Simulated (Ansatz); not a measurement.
# Sc on V(110): change of the work function, part 2 of 5

Wanted: Δφ(θ) for Sc/V(110), starting from the hollow site.

Ansatz 0.2.0; plane-wave DFT, PBEsol, Ansatz PAW (the session's first sound run).

So far, work function, upper face (eV): step 2 (the clean slab) 4.75.

## Step 3: The covered slab, coverage 0.25 ML

System of this step: ScV16 (Sc/V(110)). The cell holds 17 atoms: 16 V and 1 Sc. Cell: a = 5.231 Å, b = 5.231 Å, c = 27.148 Å, α = 90.0°, β = 90.0°, γ = 70.5°. Vacuum lies along c.

The clean slab as it ended is repeated in the plane and the adsorbate is set on one face; the cell's size fixes the coverage, and the k-mesh shrinks with it to keep the sampling density about even. Adsorbate and upper layers relax, since the dipole depends on the height.

The input, input.yaml:

```yaml
crystal:
  lattice:
    - [4.2709249584, -3.02, 0.0]
    - [4.2709249584, 3.02, 0.0]
    - [0.0, 0.0, 27.1477054059]
  atoms:
    - { symbol: V, position: [0.0, 0.0, 0.3315197312] }
    - { symbol: V, position: [0.25, 0.25, 0.4101806142] }
    - { symbol: V, position: [0.0, 0.0, 0.4851315823] }
    - { symbol: V, position: [0.25, 0.25, 0.5555829233] }
    - { symbol: V, position: [0.0, 0.5, 0.3315197312] }
    - { symbol: V, position: [0.25, 0.75, 0.4101806142] }
    - { symbol: V, position: [0.0, 0.5, 0.4851315823] }
    - { symbol: V, position: [0.25, 0.75, 0.5555829233] }
    - { symbol: V, position: [0.5, 0.0, 0.3315197312] }
    - { symbol: V, position: [0.75, 0.25, 0.4101806142] }
    - { symbol: V, position: [0.5, 0.0, 0.4851315823] }
    - { symbol: V, position: [0.75, 0.25, 0.5555829233] }
    - { symbol: V, position: [0.5, 0.5, 0.3315197312] }
    - { symbol: V, position: [0.75, 0.75, 0.4101806142] }
    - { symbol: V, position: [0.5, 0.5, 0.4851315823] }
    - { symbol: V, position: [0.75, 0.75, 0.5555829233] }
    - { symbol: Sc, position: [0.42, 0.42, 0.6684802688] }
kpoints:
  mp_grid: { grid: [6, 6, 1] }
hamiltonian:
  xc: pbesol
scf:
  occupations: { method: fermi_dirac, width: 0.1 }
  convergence: { dr2_threshold: 1.0e-08 }
efield:
  axis: 3
  dipole_correction: true
  ramp_position: 0.97
  ramp_width: 0.06
relax:
  f_tol: 0.02
  max_steps: 60
  constraints: [{ sites: [0, 1, 4, 5, 8, 9, 12, 13] }]
output:
  bader: true
  dos: { projected: true, e_range: [-8, 4] }
  write_potential: true
  write_density: true
  volumetric_format: npy
  elf: true
```

The run is started by

```console
> ansatz run input.yaml --threads 4 --pin off --max-ram 6144MiB --backend cpu --events-out ev --progress --plain --runs-dir out
```

Numbers of over 12 decimals in the logs are rounded to 6 here.

The program printed:

```text
[...]
Crystal: 17 atoms, lattice volume = 700.313 Å³
Basis set: ecut = 420 eV, 13691 PW (Γ), exchange–correlation on 72×72×384 points (8 copies of the dense FFT grid, shifted against one another)
Bands: 132, of which v1, the nominal top of the filled ones, is band 110 counted from 1 (109 counted from 0)
Symmetry: 2 space group operations
[...]
k-points: 13 of 36 (time reversal used)
[...]
SCF iter   1: F=—  HF=-48265.924929 eV  |F-HF|=—  |Δ(HF+E_count)|=         —  Δρ=1.13e-2  dr2=1.39e1  ethr=1.77e-3  p=0.333 e·Å  D=8.61e-2 V/Å  ΔV_dip=-2.34 eV  dr2_dipole=7.10e0  V_vac-E_F(+/−)=2.57/4.91 eV  ⟨swp⟩=9.7  Hψ=7846  notcnv=0  defer=2
[...]
SCF iter  13: F=-48265.760578 eV  HF=-48265.760578 eV  |F-HF|=6.66e-9  |Δ(HF+E_count)|=   2.97e-8  Δρ=3.29e-7  dr2=1.72e-9  ethr=4.57e-12  p=0.259 e·Å  D=6.69e-2 V/Å  ΔV_dip=-1.82 eV  dr2_dipole=4.88e-11  V_vac-E_F(+/−)=3.07/4.88 eV  ⟨swp⟩=10.0  Hψ=9829  notcnv=0
SCF 1 converged in 13 iterations: F = -48265.760578 eV  dr2 = 1.72e-9
[...]
relax step   1: F+E_penalty+E_count = -48265.76057755 eV  Δ(F+E_penalty+E_count) = +0.000e0 eV  max|allowed force component| = 2.135e0 eV/Å  Δτ_max = 0.0000 Å  (13 SCF iters, accepted)
[...]
iter 1 solved again at ethr=5.47e-4 eV; its pass at ethr=3.10e-3 eV (dr2=1.20e0 eV) is discarded
SCF iter   1: F=—  HF=-48266.328728 eV  |F-HF|=—  |Δ(HF+E_count)|=         —  Δρ=6.30e-3  dr2=1.44e0  ethr=5.47e-4  p=0.259 e·Å  D=6.69e-2 V/Å  ΔV_dip=-1.82 eV  dr2_dipole=4.06e-2  V_vac-E_F(+/−)=3.06/4.88 eV  ⟨swp⟩=1.1  Hψ=5088  notcnv=0
[...]
eigensolver tolerance schedule calibrated: the retry pair's looser diagonalisation under-reported the residual by θ = 0.17 (0.23/decade); ethr = c·dr2/N_el runs at the constant in force after the calibration composes with the one it found (an armed cap, an earlier calibration), c = 2.0e-2
[...]
SCF iter   2: F=—  HF=-48266.267741 eV  |F-HF|=—  |Δ(HF+E_count)|=   6.10e-2  Δρ=2.75e-3  dr2=2.12e-1  ethr=1.29e-4  p=0.283 e·Å  D=7.31e-2 V/Å  ΔV_dip=-1.98 eV  dr2_dipole=3.30e-2  V_vac-E_F(+/−)=2.90/4.88 eV  ⟨swp⟩=3.0  Hψ=3454  notcnv=0
[...]
SCF iter  11: F=-48266.258090 eV  HF=-48266.258090 eV  |F-HF|=7.53e-9  |Δ(HF+E_count)|=   1.24e-8  Δρ=5.61e-7  dr2=6.55e-9  ethr=1.00e-12  p=0.285 e·Å  D=7.35e-2 V/Å  ΔV_dip=-2.00 eV  dr2_dipole=5.34e-10  V_vac-E_F(+/−)=2.88/4.88 eV  ⟨swp⟩=8.9  Hψ=12634  notcnv=0
SCF 2 converged in 11 iterations: F = -48266.258090 eV  dr2 = 6.55e-9
relax step   2: F+E_penalty+E_count = -48266.25809010 eV  Δ(F+E_penalty+E_count) = -4.975e-1 eV  max|allowed force component| = 2.222e0 eV/Å  Δτ_max = 0.1949 Å  (11 SCF iters, accepted)
[...]
SCF iter  11: F=-48266.735728 eV  HF=-48266.735728 eV  |F-HF|=9.66e-9  |Δ(HF+E_count)|=   1.55e-8  Δρ=4.74e-7  dr2=3.98e-9  ethr=1.00e-12  p=0.314 e·Å  D=8.11e-2 V/Å  ΔV_dip=-2.20 eV  dr2_dipole=1.11e-11  V_vac-E_F(+/−)=2.67/4.88 eV  ⟨swp⟩=9.3  Hψ=11971  notcnv=0
SCF 3 converged in 11 iterations: F = -48266.735728 eV  dr2 = 3.98e-9
relax step   3: F+E_penalty+E_count = -48266.73572772 eV  Δ(F+E_penalty+E_count) = -4.776e-1 eV  max|allowed force component| = 2.070e0 eV/Å  Δτ_max = 0.1949 Å  (11 SCF iters, accepted)
[...]
relax step   4: F+E_penalty+E_count = -48267.15601236 eV  Δ(F+E_penalty+E_count) = -4.203e-1 eV  max|allowed force component| = 1.461e0 eV/Å  Δτ_max = 0.1965 Å  (11 SCF iters, accepted)
[...]
relax step   5: F+E_penalty+E_count = -48267.36367902 eV  Δ(F+E_penalty+E_count) = -2.077e-1 eV  max|allowed force component| = 4.000e-1 eV/Å  Δτ_max = 0.1949 Å  (10 SCF iters, accepted)
[...]
relax step   6: F+E_penalty+E_count = -48267.40747696 eV  Δ(F+E_penalty+E_count) = -4.380e-2 eV  max|allowed force component| = 3.013e-1 eV/Å  Δτ_max = 0.2000 Å  (11 SCF iters, accepted)
[...]
relax step   7: F+E_penalty+E_count = -48267.43915599 eV  Δ(F+E_penalty+E_count) = -3.168e-2 eV  max|allowed force component| = 1.982e-1 eV/Å  Δτ_max = 0.2000 Å  (10 SCF iters, accepted)
[...]
relax step   8: F+E_penalty+E_count = -48267.46144108 eV  Δ(F+E_penalty+E_count) = -2.229e-2 eV  max|allowed force component| = 7.627e-2 eV/Å  Δτ_max = 0.2000 Å  (12 SCF iters, accepted)
[...]
relax step   9: F+E_penalty+E_count = -48267.46249727 eV  Δ(F+E_penalty+E_count) = -1.056e-3 eV  max|allowed force component| = 1.113e-1 eV/Å  Δτ_max = 0.1873 Å  (12 SCF iters, accepted)
SCF iter   1: F=—  HF=-48267.469238 eV  |F-HF|=—  |Δ(HF+E_count)|=         —  Δρ=2.09e-3  dr2=6.22e-2  ethr=2.54e-4  p=0.331 e·Å  D=8.56e-2 V/Å  ΔV_dip=-2.32 eV  dr2_dipole=2.55e-3  V_vac-E_F(+/−)=2.56/4.89 eV  ⟨swp⟩=2.6  Hψ=2996  notcnv=0
[...]
SCF iter   9: F=-48267.466004 eV  HF=-48267.466004 eV  |F-HF|=1.87e-8  |Δ(HF+E_count)|=   3.00e-8  Δρ=4.78e-7  dr2=1.45e-9  ethr=4.57e-12  p=0.332 e·Å  D=8.57e-2 V/Å  ΔV_dip=-2.33 eV  dr2_dipole=1.86e-11  V_vac-E_F(+/−)=2.56/4.88 eV  ⟨swp⟩=10.6  Hψ=11517  notcnv=0
SCF 10 converged in 9 iterations: F = -48267.466004 eV  dr2 = 1.45e-9
relax step  10: F+E_penalty+E_count = -48267.46600397 eV  Δ(F+E_penalty+E_count) = -3.507e-3 eV  max|allowed force component| = 1.667e-2 eV/Å  Δτ_max = 0.0491 Å  (9 SCF iters, accepted)
NSCF: frozen V_eff on 13 k-points
[...]
SCF converged after 9 iterations
Free energy (F): -48267.466004 eV
[...]
Internal energy: -48266.566032 eV  (E = F + TS)
E sigma→0 (E₀):  -48267.016018 eV
Entropy (-TS):   -0.899972 eV (-52.940 meV/atom)
Fermi energy:    3.112966 eV
Dipole field:    D = 0.085734 V/Å  (p = 0.331807 e·Å, saw-weighted, corrected)
Work function:   Φ+ = 2.5572 eV   Φ− = 4.8847 eV
[...]
--- Forces (eV/Å), atoms counted from 1 ---
  atom   1  V     -0.00016827     0.00000000     0.78168122
  atom   2  V     -0.02174336     0.00000000    -0.81812697
  atom   3  V     -0.00096698     0.00000000    -0.00095511
  atom   4  V      0.01400229     0.00000000     0.00121792
  atom   5  V     -0.00002628     0.00031985     0.82932585
  atom   6  V      0.00209089    -0.03833295    -0.78456854
  atom   7  V      0.00119493     0.00022272    -0.00039072
  atom   8  V     -0.00231430    -0.01351997    -0.00123586
  atom   9  V     -0.00002628    -0.00031985     0.82932585
  atom  10  V      0.00209089     0.03833295    -0.78456854
  atom  11  V      0.00119493    -0.00022272    -0.00039072
  atom  12  V     -0.00231430     0.01351997    -0.00123586
  atom  13  V     -0.00020322     0.00000000     0.77457805
  atom  14  V      0.02567080     0.00000000    -0.82126200
  atom  15  V      0.00219944     0.00000000    -0.00228882
  atom  16  V     -0.01666563     0.00000000     0.00160540
  atom  17  Sc    -0.00399999     0.00000000    -0.00272377
  max |Σ_I F_I| component: 1.56e-5 eV/Å
--- Band table (eV; the first three rows and the last of 13) ---
  k-point 0: bands = [... 106 lower, 3.3798, 3.4141, 3.4423, 3.5727, 3.6578, 3.6851, 3.7241, 3.7527, ... 18 higher]
  k-point 1: bands = [... 106 lower, 3.1587, 3.3658, 3.4229, 3.4504, 3.4928, 3.5223, 3.5805, 3.6266, ... 18 higher]
  k-point 2: bands = [... 106 lower, 2.8738, 2.9056, 2.9916, 3.1233, 3.1293, 3.1591, 3.1946, 3.2770, ... 18 higher]
  k-point 12: bands = [... 106 lower, 2.9253, 3.0919, 3.2362, 3.2546, 3.3182, 3.3260, 3.3320, 3.4184, ... 18 higher]
--- Relaxed structure (10 steps of the walk, 10 accepted, 0 SCFs on fresh bases) ---
  F+E_penalty+E_count = -48267.46600397 eV   max|allowed force component| = 1.667e-2 eV/Å
  atoms:
    - { symbol: V, position: [0.0, 0.0, 0.331520] }
    - { symbol: V, position: [0.25, 0.25, 0.410181] }
    - { symbol: V, position: [0.000171907, 0.000171907, 0.485017] }
    - { symbol: V, position: [0.251648, 0.251648, 0.559878] }
    - { symbol: V, position: [0.0, 0.5, 0.331520] }
    - { symbol: V, position: [0.250000, 0.75, 0.410181] }
    - { symbol: V, position: [0.000204622, 0.500121, 0.485515] }
    - { symbol: V, position: [0.249832, 0.750868, 0.554728] }
    - { symbol: V, position: [0.5, 0.0, 0.331520] }
    - { symbol: V, position: [0.75, 0.250000, 0.410181] }
    - { symbol: V, position: [0.500121, 0.000204622, 0.485515] }
    - { symbol: V, position: [0.750868, 0.249832, 0.554728] }
    - { symbol: V, position: [0.5, 0.5, 0.331520] }
    - { symbol: V, position: [0.75, 0.75, 0.410181] }
    - { symbol: V, position: [0.500130, 0.500130, 0.484136] }
    - { symbol: V, position: [0.749127, 0.749127, 0.559783] }
    - { symbol: Sc, position: [0.501401, 0.501401, 0.633419] }
--- Bader charges: 17 sites ---
  site symbol  charge [e]  shift [e]
     0      V     -0.0845     0.0001
     1      V      0.0780     0.0000
     2      V      0.0276     0.0004
     3      V     -0.1255     0.0008
     4      V     -0.0830     0.0001
     5      V      0.0841     0.0001
     6      V      0.0688     0.0001
     7      V     -0.3192     0.0011
     8      V     -0.0830     0.0001
     9      V      0.0841     0.0001
    10      V      0.0689     0.0001
    11      V     -0.3192     0.0011
    12      V     -0.0846     0.0000
    13      V      0.0778     0.0000
    14      V      0.0683     0.0002
    15      V     -0.1294     0.0008
    16     Sc      0.6709     0.0002
  estimated error of the sums over rays = 7.4e-4 e
```

Run time: 9 min. Hardware: 4 threads of Intel Xeon Platinum 8259CL at 2.50GHz (Skylake/Cascade Lake), shared host; peak memory 2.9 GiB; 35 min of CPU time.

Step by step:

```csv
step,energy less that of the first step (eV),largest force component (eV/Å)
1,0.0000,2.1352
2,-0.4975,2.2222
3,-0.9751,2.0698
4,-1.3954,1.4609
5,-1.6031,0.4000
6,-1.6469,0.3013
7,-1.6786,0.1982
8,-1.7009,0.0763
9,-1.7019,0.1113
10,-1.7054,0.0167
```

Forces are held to the 2 operations that the run works with; a distortion that breaks them can't arise in this run.

The atoms that moved most (Å):

```csv
atom,dx,dy,dz,length
Sc17,0.695,0.000,-0.952,1.179
V4,0.014,0.000,0.117,0.117
V16,-0.007,0.000,0.114,0.114
V15,0.001,0.000,-0.027,0.027
V12,0.003,-0.003,-0.023,0.024
V8,0.003,0.003,-0.023,0.024
V7,0.001,0.000,0.010,0.011
V11,0.001,0.000,0.010,0.011
```

The relaxed structure:

```cif
data_structure
_symmetry_space_group_name_H-M 'P 1'
_symmetry_Int_Tables_number 1
_cell_length_a 5.2308
_cell_length_b 5.2308
_cell_length_c 27.1477
_cell_angle_alpha 90.000
_cell_angle_beta 90.000
_cell_angle_gamma 70.529
_cell_volume 700.31
loop_
_atom_site_label
_atom_site_type_symbol
_atom_site_fract_x
_atom_site_fract_y
_atom_site_fract_z
_atom_site_occupancy
V1 V 0.00000 0.00000 0.33152 1
V2 V 0.25000 0.25000 0.41018 1
V3 V 0.00017 0.00017 0.48502 1
V4 V 0.25165 0.25165 0.55988 1
V5 V 0.00000 0.50000 0.33152 1
V6 V 0.25000 0.75000 0.41018 1
V7 V 0.00020 0.50012 0.48552 1
V8 V 0.24983 0.75087 0.55473 1
V9 V 0.50000 0.00000 0.33152 1
V10 V 0.75000 0.25000 0.41018 1
V11 V 0.50012 0.00020 0.48552 1
V12 V 0.75087 0.24983 0.55473 1
V13 V 0.50000 0.50000 0.33152 1
V14 V 0.75000 0.75000 0.41018 1
V15 V 0.50013 0.50013 0.48414 1
V16 V 0.74913 0.74913 0.55978 1
Sc17 Sc 0.50140 0.50140 0.63342 1
```

Numbers from this step:

* energy at zero smearing: -48267.0160 eV
* work function, upper face: 2.557 eV
* work function, lower face: 4.885 eV
* dipole along the normal: 0.3318 e·Å
* step between the vacuum levels: -2.327 eV

Running mean over 2.135 Å of the planar mean; the ramp of the sawtooth is left out. Table of electron's electrostatic potential energy less the Fermi level by z:

z (Å), electron's electrostatic potential energy less the Fermi level (eV) and a bar from the least value:
```
      3.5       4.88 ##############################
      4.0       4.88 ##############################
      4.5       4.88 ##############################
      5.0       4.87 ##############################
      5.5       4.84 ##############################
      6.0       4.75 ##############################
      6.5       4.47 #############################
      7.0       3.60 ###########################
      7.5       1.06 ######################
      8.0      -2.92 #############
      8.5      -6.46 #####
      9.0      -7.80 ##
      9.5      -7.79 ##
     10.0      -7.68 ###
     10.5      -7.65 ###
     11.0      -7.71 ###
     11.5      -8.08 ##
     12.0      -8.39 #
     12.5      -8.34 #
     13.0      -8.02 ##
     13.5      -8.45 #
     14.0      -8.93 
     14.5      -8.82 
     15.0      -8.13 ##
     15.5      -7.28 ####
     16.0      -5.32 ########
     16.5      -2.96 #############
     17.0      -1.12 #################
     17.5      -0.57 ##################
     18.0       0.07 ####################
     18.5       1.20 ######################
     19.0       2.01 ########################
     19.5       2.35 ########################
     20.0       2.47 #########################
     20.5       2.53 #########################
     21.0       2.55 #########################
     21.5       2.55 #########################
     22.0       2.56 #########################
     22.5       2.56 #########################
     23.0       2.56 #########################
     23.5       2.56 #########################
     24.0       2.56 #########################
```

The density of states has structure finer than the step of the table below, so its rows give means over 0.25 eV, whole bins alone (the curve runs from -8 to 1.23 eV). Peaks (eV: height): -1.260: 43.2, -1.140: 47.1, -1.020: 38.7, -0.900: 37.6, -0.840: 40.8, -0.780: 42.6, -0.270: 42.1.

The density of states by energy, zero at the Fermi level; means over each step:

```csv
energy (eV),density of states (states/eV a cell)
-6.50,0
-6.25,0.279
-6.00,0.970
-5.75,0.973
-5.50,1.03
-5.25,1.06
-5.00,2.16
-4.75,2.44
-4.50,2.87
-4.25,1.85
-4.00,1.81
-3.75,5.81
-3.50,5.00
-3.25,7.41
-3.00,13.9
-2.75,15.4
-2.50,19.4
-2.25,22.3
-2.00,17.3
-1.75,16.3
-1.50,17.2
-1.25,30.8
-1.00,34.6
-0.75,30.0
-0.50,33.2
-0.25,33.2
0.00,27.3
0.25,23.4
0.50,18.3
0.75,19.9
1.00,14.1
```

Projected DOS per atom over height of the atomic layer and energy from the Fermi level. Layers: V4 V4 V4 V4 Sc from below.

Ten even steps from '0' (0.00 states/eV) to '9' (3.63 states/eV), each cell a mean:
```
31125
21239
53336
64443
64352
55552
12334
32220
24430
13320
01110
00000
00000
00000
00000
00000
00000
00000
00000
00000
00000
00000
```
Columns: height of the atomic layer (Å) from 9 to 17.2; rows upwards: energy from the Fermi level (eV) from -7.96 to 1.15.

Electrostatic potential energy in the ca plane at fractional y = 0.500, with atoms of V and Sc within 0.2 Å of it. With pseudopotentials it is smooth inside the atoms' cores, unlike the true potential.

Ten even steps from '0' (-29 eV) to '9' (7 eV), each cell a mean:
```
20102799998501105899999999999999999999999999
51025898889741137888899999999999999999999999
87678998889986689988899999999999999999999999
88789998889988889988899877889999999999999999
74347998889863368988898633578999999999999999
30003899898610016899986200157899999999999999
10201799998402205899985000047899999999999999
20102799998501106899986100047899999999999999
52125898888731147888987411368999999999999999
87678998889976689988898766788999999999999999
88789998889988889988899988899999999999999999
74347998889864368988899999999999999999999999
30003899898610016899999999999999999999999999
10201799998502204899999999999999999999999999
```
Columns run along c (16.0 Å, from fractional 0.30 to 0.89 of the cell; values clipped at the 3rd and 97th percentile), rows up along a (5.2 Å). Atoms in or near the plane, at fractional coordinates: V at (0.33, 0.00), V at (0.49, 0.00), V at (0.33, 0.50), V at (0.48, 0.50), Sc at (0.63, 0.50).

ELF in the ca plane at fractional y = 0.500, with atoms of V and Sc within 0.2 Å of it. It is the smooth field of the valence electrons, not physical close to the nuclei.

Values, 8 rows by 16 columns, each cell a mean:
```
0.52 0.42 0.40 0.37 0.40 0.51 0.38 0.36 0.55 0.39 0.16 0.04 0.01 0.00 0.00 0.00
0.24 0.31 0.34 0.35 0.32 0.27 0.39 0.35 0.51 0.18 0.16 0.10 0.02 0.00 0.00 0.00
0.26 0.29 0.35 0.36 0.29 0.28 0.36 0.39 0.34 0.36 0.12 0.18 0.05 0.00 0.00 0.00
0.60 0.49 0.42 0.38 0.49 0.57 0.34 0.40 0.46 0.55 0.16 0.20 0.07 0.01 0.00 0.00
0.52 0.42 0.40 0.37 0.42 0.49 0.34 0.40 0.45 0.61 0.14 0.20 0.07 0.01 0.00 0.00
0.23 0.31 0.34 0.35 0.31 0.27 0.38 0.38 0.33 0.18 0.13 0.16 0.04 0.00 0.00 0.00
0.26 0.29 0.35 0.35 0.29 0.28 0.39 0.33 0.56 0.28 0.17 0.08 0.01 0.00 0.00 0.00
0.60 0.48 0.42 0.39 0.47 0.58 0.39 0.37 0.52 0.39 0.15 0.04 0.01 0.00 0.00 0.00
```
Columns run along c (16.0 Å, from fractional 0.30 to 0.89 of the cell), rows up along a (5.2 Å). Atoms in or near the plane, at fractional coordinates: V at (0.33, 0.00), V at (0.49, 0.00), V at (0.33, 0.50), V at (0.48, 0.50), Sc at (0.63, 0.50).

Valence density in the ca plane at fractional y = 0.500, with atoms of V and Sc within 0.2 Å of it. It is the smooth field of the valence electrons, not physical close to the nuclei.

Values in units of 1e0 e/Å³, 8 rows by 16 columns, each cell a mean:
```
4.1 2.8 0.3 0.3 2.6 4.2 0.3 0.2 0.1 0.0 0.0 0.0 0.0 0.0 0.0 0.0
0.3 0.3 0.3 0.3 0.3 0.4 0.3 0.3 0.1 0.1 0.0 0.0 0.0 0.0 0.0 0.0
0.7 0.6 0.3 0.3 0.6 0.7 0.3 0.3 0.5 0.7 0.0 0.0 0.0 0.0 0.0 0.0
6.1 4.1 0.3 0.3 4.3 5.9 0.3 0.3 2.7 4.3 0.1 0.0 0.0 0.0 0.0 0.0
4.1 2.8 0.3 0.3 3.0 4.0 0.3 0.3 1.9 3.2 0.1 0.0 0.0 0.0 0.0 0.0
0.3 0.3 0.3 0.3 0.3 0.4 0.3 0.3 0.3 0.2 0.0 0.0 0.0 0.0 0.0 0.0
0.7 0.6 0.3 0.3 0.6 0.8 0.3 0.2 0.1 0.0 0.0 0.0 0.0 0.0 0.0 0.0
6.1 4.1 0.3 0.3 3.9 6.4 0.3 0.2 0.1 0.0 0.0 0.0 0.0 0.0 0.0 0.0
```
Columns run along c (16.0 Å, from fractional 0.30 to 0.89 of the cell), rows up along a (5.2 Å). Atoms in or near the plane, at fractional coordinates: V at (0.33, 0.00), V at (0.49, 0.00), V at (0.33, 0.50), V at (0.48, 0.50), Sc at (0.63, 0.50).

The relaxation took 10 steps and lowered the energy by 1.7 eV; the largest force on the free atoms ends at 0.017 eV/Å.

By hand: a sheet of dipoles makes a step −p/(ε₀A) in the electron's potential. With e/ε₀ = 180.95 V·Å, p = 0.3318 e·Å and A = 25.80 Å², that is −180.95 × (0.3318) / 25.80 = -2.327 eV, and the two vacuum levels of the run differ by -2.327 eV.

The covered face has 2.56 eV, -2.20 eV against the clean one; the bare back face has moved by -0.01 eV, a measure of how thin the slab is.

[end of part 2 of 5]

[Logs are printed without paths, hosts, clocks, repeated set-up lines and the standing remarks that a program may print on its own settings, such as how far it seeks lower states.]

[Hosts, paths, dates, database ids (printed as entryN), source tags and the programs' standing remarks are cut or masked in the printed files.]

[Maps of the electrostatic potential energy from Ansatz leave out the sawtooth potential of an applied field or a dipole correction, so their vacuum need not be flat; planar profiles and work functions include it.]

[The density of states shown here was stored with 400 of the rows of the run's finer table, so its peaks can read low, often by over a quarter, or be missed, and its means over a window can be off by a tenth or more.]
